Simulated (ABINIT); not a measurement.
## Completion of the band sum in GW: Te2Mo (P6_3/mmc)

Aim: few bands, with and without a completion of the sum over empty states, for Te2Mo (P6_3/mmc).

Program: ABINIT 10.8.3. Level of theory: PBE and many-body steps on it, plane waves. Values are calculated unless marked as measured.

The raw output is cut from this account; settings, times and results stay.

**1. The starting structure**

Symmetry: P6_3/mmc, No. 194, hexagonal system. Conventional cell: a = 3.518 Å, b = 3.518 Å, c = 13.974 Å, α = 90.00°, β = 90.00°, γ = 120.00°. Nearest to Te lie 3 Mo at 2.72 Å. Nearest to Mo lie 6 Te at 2.72 Å. Farther neighbours, and contacts between anions beyond the nearest, are not listed.

The cell and positions come from the Crystallography Open Database and are kept as given unless a step says otherwise.

**2. Empty states on the mesh, 3×3×1 mesh, 277 bands**

This step: ABINIT 10.8.3; DFT, PBE, plane waves, norm-conserving pseudopotentials.

The sums over transitions need many empty states on a uniform mesh; this step solves for them.

File run.abi:

```
acell 3*1.0 Angstrom
rprim 
  3.518200000003 -0.000000000001 0.000000000000
  -1.759100000001 3.046850575598 0.000000000000
  0.000000000000 0.000000000000 13.973600000000
ntypat 2
znucl 52 42
natom 6
typat 1 1 1 1 2 2
xred 
  0.333333333333 0.666666666667 0.621000000000
  0.666666666667 0.333333333333 0.121000000000
  0.333333333333 0.666666666667 0.879000000000
  0.666666666667 0.333333333333 0.379000000000
  0.333333333333 0.666666666667 0.250000000000
  0.666666666667 0.333333333333 0.750000000000
pp_dirpath "pseudos"
pseudos "Te.upf, Mo.upf"
ecut 36
ngkpt 3 3 1
nshiftk 1
shiftk 0 0 0
kptopt 1
chksymbreak 0
iscf -2
irdden 1
istwfk *1
nband 277
nbdbuf 24
tolwfr 1e-09
nstep 60
prtvol 0
indata_prefix "in"
outdata_prefix "out"
tmpdata_prefix "tmp"
```

Run with:

```
OMP_NUM_THREADS=1 mpirun -n 8 abinit run.abi > log
```

Wall time 3.2 min (8 MPI ranks of Intel Xeon Platinum 8488C (Sapphire Rapids), shared host); peak memory 0.82 GiB.

Numbers from this step:

| Quantity | Value |
| --- | --- |
| gap | 0.9565 eV |
| k of the valence top | 0, 0, 0 |
| k of the conduction bottom | 0.3333, 0.3333, 0 |
| least direct gap | 1.038 eV |
| k points computed | 3 |
| lowest point of the top converged band, above the valence top | 60.4539 eV |

On this mesh the gap is 0.956 eV.

The density comes from a self-consistent run that is not shown.

**3. Screening, 3×3×1 mesh, 253 bands, screening to 152.4 eV**

The RPA dielectric matrix is built and inverted for each q.

This step: RPA screening on PBE, plane waves, norm-conserving pseudopotentials.

run.abi, as its differences from that of step 2:

```diff
@@ -24,10 +24,11 @@
 chksymbreak 0
-iscf -2
-irdden 1
 istwfk *1
-nband 277
-nbdbuf 24
-tolwfr 1e-09
-nstep 60
-prtvol 0
+occopt 1
+irdwfk 1
+optdriver 3
+nband 253
+ecuteps 5.6
+inclvkb 2
+awtr 1
+symchi 1
 indata_prefix "in"
```

Run time: 85 s. Hardware: 8 MPI ranks; peak memory 3.1 GiB.

Read from the output:

```yaml
eps_infinity_with_local_fields_on_this_mesh: 20.30
eps_infinity_without_local_fields_on_this_mesh: 23.11
plasma_frequency: 29.10 eV
plane_waves_in_the_screening_matrix: 665
```

Local fields lower ε∞ by 12 %. On a Γ-centred mesh this coarse the value itself is usually too large, while a short band sum pulls it down.

**4. 253 bands**

The self-energy is evaluated for the states that the input lists, and the quasiparticle equation is solved.

This step: G0W0 on PBE, plane waves, norm-conserving pseudopotentials.

run.abi, as its differences from that of step 3:

```diff
@@ -27,8 +27,17 @@
 irdwfk 1
-optdriver 3
+optdriver 4
 nband 253
+gwcalctyp 0
+ecutsigx 36
+symsigma 1
+nkptgw 2
+kptgw 
+  0.0000000000 0.0000000000 0.0000000000
+  0.3333333333 0.3333333333 0.0000000000
+bdgw 
+  45 48
+  45 48
 ecuteps 5.6
-inclvkb 2
-awtr 1
-symchi 1
+irdscr 1
+ppmodel 1
 indata_prefix "in"
```

Wall time 24 s (8 MPI ranks); peak memory 2.5 GiB; 3.2 min of CPU time.

Read from the output:

* G0W0 gap on the mesh: 1.512 eV
* starting gap on the mesh: 0.9565 eV
* k of the valence top: 0, 0, 0
* k of the conduction bottom: 0.3333, 0.3333, 0
* Z at the valence top: 0.772
* Z at the conduction bottom: 0.763
* least direct G0W0 gap on the computed points: 1.519 eV

The gap on the mesh goes from 0.96 eV to 1.51 eV, a correction of +0.56 eV.

**5. Screening, 3×3×1 mesh, 64 bands, screening to 152.4 eV**

This step: RPA screening on PBE, plane waves, norm-conserving pseudopotentials.

run.abi, as its differences from that of step 4:

```diff
@@ -27,17 +27,8 @@
 irdwfk 1
-optdriver 4
-nband 253
-gwcalctyp 0
-ecutsigx 36
-symsigma 1
-nkptgw 2
-kptgw 
-  0.0000000000 0.0000000000 0.0000000000
-  0.3333333333 0.3333333333 0.0000000000
-bdgw 
-  45 48
-  45 48
+optdriver 3
+nband 64
 ecuteps 5.6
-irdscr 1
-ppmodel 1
+inclvkb 2
+awtr 1
+symchi 1
 indata_prefix "in"
```

Run time: 16 s. Hardware: 8 MPI ranks; peak memory 2.5 GiB; 2.1 min of CPU time.

Read from the output:

- ε∞ with local fields, on this mesh: 19.71
- ε∞ without local fields, on this mesh: 22.72
- plasma frequency: 29.10 eV
- plane waves in the screening matrix: 665

**6. 64 bands**

This step: G0W0 on PBE, plane waves, norm-conserving pseudopotentials.

run.abi, as its differences from that of step 5:

```diff
@@ -27,8 +27,17 @@
 irdwfk 1
-optdriver 3
+optdriver 4
 nband 64
+gwcalctyp 0
+ecutsigx 36
+symsigma 1
+nkptgw 2
+kptgw 
+  0.0000000000 0.0000000000 0.0000000000
+  0.3333333333 0.3333333333 0.0000000000
+bdgw 
+  45 48
+  45 48
 ecuteps 5.6
-inclvkb 2
-awtr 1
-symchi 1
+irdscr 1
+ppmodel 1
 indata_prefix "in"
```

The job ended after 13 s (8 MPI ranks; peak memory 2 GiB).

Read from the output:

| Property | Result |
| --- | --- |
| G0W0 gap on the mesh | 1.526 eV |
| starting gap on the mesh | 0.9565 eV |
| k of the valence top | 0, 0, 0 |
| k of the conduction bottom | 0.3333, 0.3333, 0 |
| Z at the valence top | 0.759 |
| Z at the conduction bottom | 0.744 |
| least direct G0W0 gap on the computed points | 1.571 eV |

Against G0W0 in ABINIT (3×3×1 mesh, 253 bands, screening to 152.4 eV, Godby-Needs plasmon pole), the gap moves by +0.014 eV.

**7. Screening, 3×3×1 mesh, 64 bands, screening to 152.4 eV**

This step: RPA screening on PBE, plane waves, norm-conserving pseudopotentials.

run.abi, as its differences from that of step 6:

```diff
@@ -27,17 +27,10 @@
 irdwfk 1
-optdriver 4
+optdriver 3
 nband 64
-gwcalctyp 0
-ecutsigx 36
-symsigma 1
-nkptgw 2
-kptgw 
-  0.0000000000 0.0000000000 0.0000000000
-  0.3333333333 0.3333333333 0.0000000000
-bdgw 
-  45 48
-  45 48
 ecuteps 5.6
-irdscr 1
-ppmodel 1
+inclvkb 2
+awtr 1
+symchi 1
+gwcomp 1
+gwencomp 2
 indata_prefix "in"
```

Elapsed: 37 s, on 8 MPI ranks; peak memory 2.6 GiB; 4.9 min of CPU time.

This step gave:

* ε∞ with local fields, on this mesh: 19.97
* ε∞ without local fields, on this mesh: 22.72
* plasma frequency: 29.10 eV
* plane waves in the screening matrix: 665

**8. 64 bands, completed**

This step: G0W0 on PBE, plane waves, norm-conserving pseudopotentials.

run.abi, as its differences from that of step 7:

```diff
@@ -27,8 +27,17 @@
 irdwfk 1
-optdriver 3
+optdriver 4
 nband 64
+gwcalctyp 0
+ecutsigx 36
+symsigma 1
+nkptgw 2
+kptgw 
+  0.0000000000 0.0000000000 0.0000000000
+  0.3333333333 0.3333333333 0.0000000000
+bdgw 
+  45 48
+  45 48
 ecuteps 5.6
-inclvkb 2
-awtr 1
-symchi 1
+irdscr 1
+ppmodel 1
 gwcomp 1
```

Wall time 11 s (8 MPI ranks); peak memory 1.9 GiB.

This step gave:

| Property | Result |
| --- | --- |
| G0W0 gap on the mesh | 1.487 eV |
| starting gap on the mesh | 0.9565 eV |
| k of the valence top | 0, 0, 0 |
| k of the conduction bottom | 0.3333, 0.3333, 0 |
| least direct G0W0 gap on the computed points | 1.535 eV |

Against G0W0 in ABINIT (3×3×1 mesh, 253 bands, screening to 152.4 eV, Godby-Needs plasmon pole), the gap moves by −0.025 eV.

**9. Screening, 3×3×1 mesh, 119 bands, screening to 152.4 eV**

This step: RPA screening on PBE, plane waves, norm-conserving pseudopotentials.

run.abi, as its differences from that of step 8:

```diff
@@ -27,19 +27,8 @@
 irdwfk 1
-optdriver 4
-nband 64
-gwcalctyp 0
-ecutsigx 36
-symsigma 1
-nkptgw 2
-kptgw 
-  0.0000000000 0.0000000000 0.0000000000
-  0.3333333333 0.3333333333 0.0000000000
-bdgw 
-  45 48
-  45 48
+optdriver 3
+nband 119
 ecuteps 5.6
-irdscr 1
-ppmodel 1
-gwcomp 1
-gwencomp 2
+inclvkb 2
+awtr 1
+symchi 1
 indata_prefix "in"
```

The job ended after 33 s (8 MPI ranks; peak memory 2.7 GiB).

Read from the output:

- ε∞ with local fields, on this mesh: 20.15
- ε∞ without local fields, on this mesh: 23.05
- plasma frequency: 29.10 eV
- plane waves in the screening matrix: 665

**10. 119 bands**

This step: G0W0 on PBE, plane waves, norm-conserving pseudopotentials.

run.abi, as its differences from that of step 9:

```diff
@@ -27,8 +27,17 @@
 irdwfk 1
-optdriver 3
+optdriver 4
 nband 119
+gwcalctyp 0
+ecutsigx 36
+symsigma 1
+nkptgw 2
+kptgw 
+  0.0000000000 0.0000000000 0.0000000000
+  0.3333333333 0.3333333333 0.0000000000
+bdgw 
+  45 48
+  45 48
 ecuteps 5.6
-inclvkb 2
-awtr 1
-symchi 1
+irdscr 1
+ppmodel 1
 indata_prefix "in"
```

The job ended after 13 s (8 MPI ranks; peak memory 2.2 GiB).

Numbers from this step:

```yaml
g0w0_gap_on_the_mesh: 1.541 eV
starting_gap_on_the_mesh: 0.9565 eV
k_of_the_valence_top: 0, 0, 0
k_of_the_conduction_bottom: 0.3333, 0.3333, 0
least_direct_g0w0_gap_on_the_computed_points: 1.557 eV
```

Against G0W0 in ABINIT (3×3×1 mesh, 253 bands, screening to 152.4 eV, Godby-Needs plasmon pole), the gap moves by +0.029 eV.

**11. Screening, 3×3×1 mesh, 119 bands, screening to 152.4 eV**

This step: RPA screening on PBE, plane waves, norm-conserving pseudopotentials.

run.abi, as its differences from that of step 10:

```diff
@@ -27,17 +27,10 @@
 irdwfk 1
-optdriver 4
+optdriver 3
 nband 119
-gwcalctyp 0
-ecutsigx 36
-symsigma 1
-nkptgw 2
-kptgw 
-  0.0000000000 0.0000000000 0.0000000000
-  0.3333333333 0.3333333333 0.0000000000
-bdgw 
-  45 48
-  45 48
 ecuteps 5.6
-irdscr 1
-ppmodel 1
+inclvkb 2
+awtr 1
+symchi 1
+gwcomp 1
+gwencomp 3
 indata_prefix "in"
```

Wall time 54 s (8 MPI ranks); peak memory 2.8 GiB; 7.1 min of CPU time.

Read from the output:

| Property | Result |
| --- | --- |
| ε∞ with local fields, on this mesh | 20.24 |
| ε∞ without local fields, on this mesh | 23.05 |
| plasma frequency | 29.10 eV |
| plane waves in the screening matrix | 665 |

**12. 119 bands, completed**

This step: G0W0 on PBE, plane waves, norm-conserving pseudopotentials.

run.abi, as its differences from that of step 11:

```diff
@@ -27,8 +27,17 @@
 irdwfk 1
-optdriver 3
+optdriver 4
 nband 119
+gwcalctyp 0
+ecutsigx 36
+symsigma 1
+nkptgw 2
+kptgw 
+  0.0000000000 0.0000000000 0.0000000000
+  0.3333333333 0.3333333333 0.0000000000
+bdgw 
+  45 48
+  45 48
 ecuteps 5.6
-inclvkb 2
-awtr 1
-symchi 1
+irdscr 1
+ppmodel 1
 gwcomp 1
```

The job ended after 14 s (8 MPI ranks; peak memory 2.2 GiB).

Numbers from this step:

* G0W0 gap on the mesh: 1.526 eV
* starting gap on the mesh: 0.9565 eV
* k of the valence top: 0, 0, 0
* k of the conduction bottom: 0.3333, 0.3333, 0
* least direct G0W0 gap on the computed points: 1.550 eV

Against G0W0 in ABINIT (3×3×1 mesh, 253 bands, screening to 152.4 eV, Godby-Needs plasmon pole), the gap moves by +0.014 eV.

**13. The runs together**

Times are wall times on 8 MPI ranks of Intel Xeon Platinum 8488C (Sapphire Rapids), shared host, good to a factor of about two. A run's time includes the screening step that it read.

| run | mesh | bands | screening cutoff (eV) | DFT gap (eV) | gap on the mesh (eV) | direct (eV) | ε∞ used | time |
| --- | --- | --- | --- | --- | --- | --- | --- | --- |
| 253 bands | 3×3×1 | 253 | 152.4 | 0.956 | 1.512 | 1.519 | 20.30 | 1.8 min |
| 64 bands | 3×3×1 | 64 | 152.4 | 0.956 | 1.526 | 1.571 | 19.71 | 28 s |
| 64 bands, completed | 3×3×1 | 64 | 152.4 | 0.956 | 1.487 | 1.535 | 19.97 | 48 s |
| 119 bands | 3×3×1 | 119 | 152.4 | 0.956 | 1.541 | 1.557 | 20.15 | 46 s |
| 119 bands, completed | 3×3×1 | 119 | 152.4 | 0.956 | 1.526 | 1.550 | 20.24 | 67 s |

**14. Outcome**

| Quantity | Value |
| --- | --- |
| 253 bands | 1.512 eV |
| 64 bands | 1.526 eV |
| 64 bands, completed | 1.487 eV |
| 119 bands | 1.541 eV |
| 119 bands, completed | 1.526 eV |

In words: 64 bands: +0.014 eV against 253 bands. 64 bands, completed: −0.025 eV against 253 bands. 119 bands: +0.029 eV against 253 bands. 119 bands, completed: +0.014 eV against 253 bands. The row with most bands is itself short of the limit, so it is no exact reference, and agreement of a truncated run with it can be a cancellation between the edges. The 3×3×1 mesh is coarse for this cell, which bears on the long-range parts of exchange and screening. The norm-conserving file of at least one element keeps a d shell over frozen s and p shells of the same row. Exchange with those shells is missing from the self-energy, an error of 0.3 to 0.9 eV in cases checked, whose sign depends on which edge lies on those atoms. The many-body steps are scalar-relativistic: spin-orbit coupling is not in them.

[Long decimals in the printed logs are rounded to 6 places.]

[Logs are printed without paths, hosts, clocks, repeated set-up lines and the standing remarks that a program may print on its own settings, such as how far it seeks lower states.]

[Paths, hosts, dates, memory and timing lines, banners, echoed tables and standing remarks are left out of the program output; an Ansatz launch command may be rebuilt from the run's recorded settings. Measured values are a selection of at most five: reports struck by readers or far from the other reports are left out. None is set beside runs whose start may be inverted or whose files or cutoffs have a known fault.]

[Runs of the session that timed out or met a known fault of the program may be left out.]

[Hosts, paths, dates, database ids (printed as entryN), source tags and the programs' standing remarks are cut or masked in the printed files.]

[G0W0 gaps are taken among the corrected bands and points alone; a level outside them can change the order at an edge.]

[Where Ansatz stands beside ABINIT at settings called matched, ABINIT's density can come from a denser mesh and the files from another edition; pairs whose starting gaps differed by over 0.03 eV were left out, so agreement reads better than it is.]
